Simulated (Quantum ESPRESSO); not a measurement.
# Magnetic state of VBr3 from several starts, part 2 of 2

Wanted: the moments of VBr3 and the energy of each order that was tried.

Quantum ESPRESSO 7.5; PBEsol; plane waves with GBRV 1.5 PBEsol potentials, no spin-orbit coupling.

So far, absolute magnetization (μB): step 2 (start 1: ferro ++) 4.79; step 3 (run 2, typed as antiferro +−) 4.78.

### Step 5. The lowest state again, with its states saved

File pw.in:

```
&CONTROL
  calculation = 'scf'
  prefix = 'pwscf'
  outdir = './tmp'
  pseudo_dir = './pseudo'
  disk_io = 'low'
/
&SYSTEM
  ibrav = 0
  celldm(1) = 8
  nat = 8
  ntyp = 2
  ecutwfc = 40
  ecutrho = 280
  nbnd = 52
  occupations = 'smearing'
  smearing = 'fd'
  degauss = 0.00367493
  nspin = 2
  starting_magnetization(1) = 0.1538
  starting_magnetization(2) = 0
/
&ELECTRONS
  conv_thr = 1.6d-08
  electron_maxstep = 150
  mixing_beta = 0.3
/
ATOMIC_SPECIES
V      50.9415 v_pbesol_v1.4.uspp.F.UPF
Br     79.9040 br_pbesol_v1.4.uspp.F.UPF
CELL_PARAMETERS alat
   2.3486186182634    0.0000000000000    0.0000000000000
  -1.1743093091435    2.0339633872145    0.0000000000000
   0.0000000000000    0.0000000000000    0.7945105464435
ATOMIC_POSITIONS crystal
V       0.6666666700    0.3333333300    0.2500000000
V       0.3333333300    0.6666666700    0.7500000000
Br      0.4419500000    0.2209750000    0.7500000000
Br      0.7790250000    0.2209750000    0.7500000000
Br      0.7790250000    0.5580500000    0.7500000000
Br      0.5580500000    0.7790250000    0.2500000000
Br      0.2209750000    0.7790250000    0.2500000000
Br      0.2209750000    0.4419500000    0.2500000000
K_POINTS automatic
6 6 6 0 0 0
```

The run is started by

```bash
$ OMP_NUM_THREADS=1 mpirun -n 4 pw.x -nk 4 -in pw.in > pw.out
```

What it wrote:

```text
     [... lines left out ...]
Program PWSCF v.7.5 starts
     [... lines left out ...]
     number of atoms/cell      =            8
     [... lines left out ...]
     number of electrons       =        68.00
     number of Kohn-Sham states=           52
     kinetic-energy cutoff     =      40.0000  Ry
     charge density cutoff     =     280.0000  Ry
     scf convergence threshold =      1.6E-08
     [... lines left out ...]
     24 Sym. Ops., with inversion, found (12 have fractional translation)
     [... lines left out ...]
     number of k points=    28  Fermi-Dirac smearing, width (Ry)=  0.0037
     [... lines left out ...]
     iteration # 12     ecut=    40.00 Ry     beta= 0.30
     [... lines left out ...]
     Magnetic moment per site  (integrated on atomic sphere of radius R)
     atom   1 (R=0.250)  charge= 10.9846  magn=  1.8578
     atom   2 (R=0.250)  charge= 10.9846  magn=  1.8578
     atom   3 (R=0.250)  charge=  4.8778  magn= -0.0542
     atom   4 (R=0.250)  charge=  4.8778  magn= -0.0542
     atom   5 (R=0.250)  charge=  4.8778  magn= -0.0542
     atom   6 (R=0.250)  charge=  4.8778  magn= -0.0542
     atom   7 (R=0.250)  charge=  4.8778  magn= -0.0542
     atom   8 (R=0.250)  charge=  4.8778  magn= -0.0542
     [... lines left out ...]
     the Fermi energy is     2.5950 ev
!    total energy              =    -533.46003560 Ry
     estimated scf accuracy    <          6.1E-09 Ry
     smearing contrib. (-TS)   =      -0.00426942 Ry
     [... lines left out ...]
     total magnetization       =     4.00 Bohr mag/cell
     absolute magnetization    =     4.79 Bohr mag/cell
     convergence has been achieved in  12 iterations
```

Run time: 2.3 min. Hardware: 4 MPI ranks of Intel Xeon 6975P-C (Granite Rapids), shared host; peak memory 1.4 GiB.

This step gave:

- smearing term TS: 0.05809 eV
- magnetization: 4 μB
- absolute magnetization: 4.792 μB
- final state: ferromagnetic
- largest moment: 1.858 μB

### Step 6. Projections on atomic orbitals

projwfc.x projects the saved states on orthogonalised atomic orbitals of the pseudopotential files.

What it wrote:

```text
[banner, memory and clock lines left out]
Program PROJWFC v.7.5 starts

     [... lines left out ...]
     IMPORTANT: XC functional enforced from input :
     Exchange-correlation= PBESOL
                           (   1   4  10   8   0   0   0)
     Any further DFT definition will be discarded
     Please, verify this is what you really want

     G-vector sticks info

     Check: negative core charge=   -0.000002

     negative rho (up, down):  0.000E+00 2.229E-03

     Gaussian broadening (read from input): ngauss,degauss=   0    0.010000

     Calling projwave ....

  Problem Sizes
  natomwfc =           44
  nbnd     =           52
  nkstot   =           56
  npwx     =         8348
  nkb      =          144

     Atomic states used for projection
     (read from pseudopotential files):

     state #   1: atom   1 (V  ), wfc  1 (l=0 m= 1)
     state #   2: atom   1 (V  ), wfc  2 (l=1 m= 1)
     state #   3: atom   1 (V  ), wfc  2 (l=1 m= 2)
     state #   4: atom   1 (V  ), wfc  2 (l=1 m= 3)
     state #   5: atom   1 (V  ), wfc  3 (l=0 m= 1)
     state #   6: atom   1 (V  ), wfc  4 (l=2 m= 1)
     state #   7: atom   1 (V  ), wfc  4 (l=2 m= 2)
     state #   8: atom   1 (V  ), wfc  4 (l=2 m= 3)
     state #   9: atom   1 (V  ), wfc  4 (l=2 m= 4)
     state #  10: atom   1 (V  ), wfc  4 (l=2 m= 5)
     state #  11: atom   2 (V  ), wfc  1 (l=0 m= 1)
     state #  12: atom   2 (V  ), wfc  2 (l=1 m= 1)
     state #  13: atom   2 (V  ), wfc  2 (l=1 m= 2)
     state #  14: atom   2 (V  ), wfc  2 (l=1 m= 3)
     state #  15: atom   2 (V  ), wfc  3 (l=0 m= 1)
     state #  16: atom   2 (V  ), wfc  4 (l=2 m= 1)
     state #  17: atom   2 (V  ), wfc  4 (l=2 m= 2)
     state #  18: atom   2 (V  ), wfc  4 (l=2 m= 3)
     state #  19: atom   2 (V  ), wfc  4 (l=2 m= 4)
     state #  20: atom   2 (V  ), wfc  4 (l=2 m= 5)
     state #  21: atom   3 (Br ), wfc  1 (l=0 m= 1)
     state #  22: atom   3 (Br ), wfc  2 (l=1 m= 1)
     state #  23: atom   3 (Br ), wfc  2 (l=1 m= 2)
     state #  24: atom   3 (Br ), wfc  2 (l=1 m= 3)
     state #  25: atom   4 (Br ), wfc  1 (l=0 m= 1)
     state #  26: atom   4 (Br ), wfc  2 (l=1 m= 1)
     state #  27: atom   4 (Br ), wfc  2 (l=1 m= 2)
     state #  28: atom   4 (Br ), wfc  2 (l=1 m= 3)
     state #  29: atom   5 (Br ), wfc  1 (l=0 m= 1)
     state #  30: atom   5 (Br ), wfc  2 (l=1 m= 1)
     state #  31: atom   5 (Br ), wfc  2 (l=1 m= 2)
     state #  32: atom   5 (Br ), wfc  2 (l=1 m= 3)
     state #  33: atom   6 (Br ), wfc  1 (l=0 m= 1)
     state #  34: atom   6 (Br ), wfc  2 (l=1 m= 1)
     state #  35: atom   6 (Br ), wfc  2 (l=1 m= 2)
     state #  36: atom   6 (Br ), wfc  2 (l=1 m= 3)
     state #  37: atom   7 (Br ), wfc  1 (l=0 m= 1)
     state #  38: atom   7 (Br ), wfc  2 (l=1 m= 1)
     state #  39: atom   7 (Br ), wfc  2 (l=1 m= 2)
     state #  40: atom   7 (Br ), wfc  2 (l=1 m= 3)
     state #  41: atom   8 (Br ), wfc  1 (l=0 m= 1)
     state #  42: atom   8 (Br ), wfc  2 (l=1 m= 1)
     state #  43: atom   8 (Br ), wfc  2 (l=1 m= 2)
     state #  44: atom   8 (Br ), wfc  2 (l=1 m= 3)

 [... projections of the bands left out ...]

Lowdin Charges:

     Atom #   1: total charge =  12.1667, s =  2.5089, p =  5.9991, d =  3.6587,
                 spin up      =   7.1731, s =  1.2714,
                 spin up      =   7.1731, p =  2.9997, pz=  0.9999, px=  0.9999, py=  0.9999,
                 spin up      =   7.1731, d =  2.9021, dz2=  0.9813, dxz=  0.3286, dyz=  0.3286, dx2-y2=  0.6318, dxy=  0.6318,
                 spin down    =   4.9936, s =  1.2376,
                 spin down    =   4.9936, p =  2.9995, pz=  0.9998, px=  0.9998, py=  0.9998,
                 spin down    =   4.9936, d =  0.7566, dz2=  0.0675, dxz=  0.2310, dyz=  0.2310, dx2-y2=  0.1136, dxy=  0.1136,
                 polarization =   2.1795, s =  0.0338, p =  0.0002, d =  2.1455,
     Atom #   2: total charge =  12.1667, s =  2.5089, p =  5.9991, d =  3.6587,
                 spin up      =   7.1731, s =  1.2714,
                 spin up      =   7.1731, p =  2.9997, pz=  0.9999, px=  0.9999, py=  0.9999,
                 spin up      =   7.1731, d =  2.9021, dz2=  0.9813, dxz=  0.3286, dyz=  0.3286, dx2-y2=  0.6318, dxy=  0.6318,
                 spin down    =   4.9936, s =  1.2376,
                 spin down    =   4.9936, p =  2.9995, pz=  0.9998, px=  0.9998, py=  0.9998,
                 spin down    =   4.9936, d =  0.7566, dz2=  0.0675, dxz=  0.2310, dyz=  0.2310, dx2-y2=  0.1136, dxy=  0.1136,
                 polarization =   2.1795, s =  0.0338, p =  0.0002, d =  2.1455,
     Atom #   3: total charge =   7.2220, s =  1.9226, p =  5.2994, d =  0.0000,
                 spin up      =   3.5752, s =  0.9620,
                 spin up      =   3.5752, p =  2.6132, pz=  0.8416, px=  0.8589, py=  0.9127,
                 spin up      =   3.5752, d =  0.0000, dz2=  0.0000, dxz=  0.0000, dyz=  0.0000, dx2-y2=  0.0000, dxy=  0.0000,
                 spin down    =   3.6468, s =  0.9606,
                 spin down    =   3.6468, p =  2.6862, pz=  0.8635, px=  0.8893, py=  0.9333,
                 spin down    =   3.6468, d =  0.0000, dz2=  0.0000, dxz=  0.0000, dyz=  0.0000, dx2-y2=  0.0000, dxy=  0.0000,
                 polarization =  -0.0715, s =  0.0014, p = -0.0730, d =  0.0000,
     Atom #   4: total charge =   7.2220, s =  1.9226, p =  5.2994, d =  0.0000,
                 spin up      =   3.5752, s =  0.9620,
                 spin up      =   3.5752, p =  2.6132, pz=  0.8416, px=  0.8589, py=  0.9127,
                 spin up      =   3.5752, d =  0.0000, dz2=  0.0000, dxz=  0.0000, dyz=  0.0000, dx2-y2=  0.0000, dxy=  0.0000,
                 spin down    =   3.6468, s =  0.9606,
                 spin down    =   3.6468, p =  2.6862, pz=  0.8635, px=  0.8893, py=  0.9333,
                 spin down    =   3.6468, d =  0.0000, dz2=  0.0000, dxz=  0.0000, dyz=  0.0000, dx2-y2=  0.0000, dxy=  0.0000,
                 polarization =  -0.0715, s =  0.0014, p = -0.0730, d =  0.0000,
     Atom #   5: total charge =   7.2220, s =  1.9226, p =  5.2994, d =  0.0000,
                 spin up      =   3.5752, s =  0.9620,
                 spin up      =   3.5752, p =  2.6132, pz=  0.8416, px=  0.9397, py=  0.8319,
                 spin up      =   3.5752, d =  0.0000, dz2=  0.0000, dxz=  0.0000, dyz=  0.0000, dx2-y2=  0.0000, dxy=  0.0000,
                 spin down    =   3.6468, s =  0.9606,
                 spin down    =   3.6468, p =  2.6862, pz=  0.8635, px=  0.9553, py=  0.8673,
                 spin down    =   3.6468, d =  0.0000, dz2=  0.0000, dxz=  0.0000, dyz=  0.0000, dx2-y2=  0.0000, dxy=  0.0000,
                 polarization =  -0.0715, s =  0.0014, p = -0.0730, d =  0.0000,
     Atom #   6: total charge =   7.2220, s =  1.9226, p =  5.2994, d =  0.0000,
                 spin up      =   3.5752, s =  0.9620,
                 spin up      =   3.5752, p =  2.6132, pz=  0.8416, px=  0.8589, py=  0.9127,
                 spin up      =   3.5752, d =  0.0000, dz2=  0.0000, dxz=  0.0000, dyz=  0.0000, dx2-y2=  0.0000, dxy=  0.0000,
                 spin down    =   3.6468, s =  0.9606,
                 spin down    =   3.6468, p =  2.6862, pz=  0.8635, px=  0.8893, py=  0.9333,
                 spin down    =   3.6468, d =  0.0000, dz2=  0.0000, dxz=  0.0000, dyz=  0.0000, dx2-y2=  0.0000, dxy=  0.0000,
                 polarization =  -0.0715, s =  0.0014, p = -0.0730, d =  0.0000,
     Atom #   7: total charge =   7.2220, s =  1.9226, p =  5.2994, d =  0.0000,
                 spin up      =   3.5752, s =  0.9620,
                 spin up      =   3.5752, p =  2.6132, pz=  0.8416, px=  0.8589, py=  0.9127,
                 spin up      =   3.5752, d =  0.0000, dz2=  0.0000, dxz=  0.0000, dyz=  0.0000, dx2-y2=  0.0000, dxy=  0.0000,
                 spin down    =   3.6468, s =  0.9606,
                 spin down    =   3.6468, p =  2.6862, pz=  0.8635, px=  0.8893, py=  0.9333,
                 spin down    =   3.6468, d =  0.0000, dz2=  0.0000, dxz=  0.0000, dyz=  0.0000, dx2-y2=  0.0000, dxy=  0.0000,
                 polarization =  -0.0715, s =  0.0014, p = -0.0730, d =  0.0000,
     Atom #   8: total charge =   7.2220, s =  1.9226, p =  5.2994, d =  0.0000,
                 spin up      =   3.5752, s =  0.9620,
                 spin up      =   3.5752, p =  2.6132, pz=  0.8416, px=  0.9397, py=  0.8319,
                 spin up      =   3.5752, d =  0.0000, dz2=  0.0000, dxz=  0.0000, dyz=  0.0000, dx2-y2=  0.0000, dxy=  0.0000,
                 spin down    =   3.6468, s =  0.9606,
                 spin down    =   3.6468, p =  2.6862, pz=  0.8635, px=  0.9553, py=  0.8673,
                 spin down    =   3.6468, d =  0.0000, dz2=  0.0000, dxz=  0.0000, dyz=  0.0000, dx2-y2=  0.0000, dxy=  0.0000,
                 polarization =  -0.0715, s =  0.0014, p = -0.0730, d =  0.0000,
     Spilling Parameter:   0.0049
```

The job ended after 2.6 s (4 MPI ranks; peak memory 0.5 GiB; 10 s of CPU time).

| atom | moment in the sphere (μB) | Löwdin moment (μB) | Löwdin charge (e) |
| --- | --- | --- | --- |
| V1 | 1.858 | 2.179 | 12.167 |
| V2 | 1.858 | 2.179 | 12.167 |
| Br3 | -0.054 | -0.071 | 7.222 |
| Br4 | -0.054 | -0.071 | 7.222 |
| Br5 | -0.054 | -0.071 | 7.222 |
| Br6 | -0.054 | -0.071 | 7.222 |
| Br7 | -0.054 | -0.071 | 7.222 |
| Br8 | -0.054 | -0.071 | 7.222 |

### Step 7. Summary of results

```yaml
lowest_state_found: ferromagnetic (from ferro ++)
largest_site_moment: 1.86 μB
next_state_with_moments: antiferromagnetic, 5.32 meV a seeded atom higher
```

In words: The smearing terms TS of the orders run from 26 to 29 meV a seeded atom, so the differences would change at a smaller width: an order with a larger TS is lowered more by the smearing. The largest moment reads 1.86 μB in the sphere and 2.18 μB by Löwdin projection; a site moment hangs on how space is shared out. Only these 2 starts were compared; other wavevectors, canted and longer-period orders were not. No Hubbard term acts here. In such compounds local and semilocal functionals without one often delocalise the d electrons, and can shrink or lose moments and miss the size, sign and order of the couplings. The smearing term is large for its width, so states at the Fermi level are partly filled: at this level the cell is a metal or has a gap of a few widths at most.

[Logs and program files are shortened in this print: banners, set-up blocks, solver, clock and traceback lines can be left out without a mark of their own.]

[Logs are printed without paths, hosts, clocks, repeated set-up lines and the standing remarks that a program may print on its own settings, such as how far it seeks lower states.]

[Hosts, paths, dates, database ids (printed as entryN), source tags and the programs' standing remarks are cut or masked in the printed files.]

[Where a cell is said to come from a database of computed structures, the database is the Materials Project.]
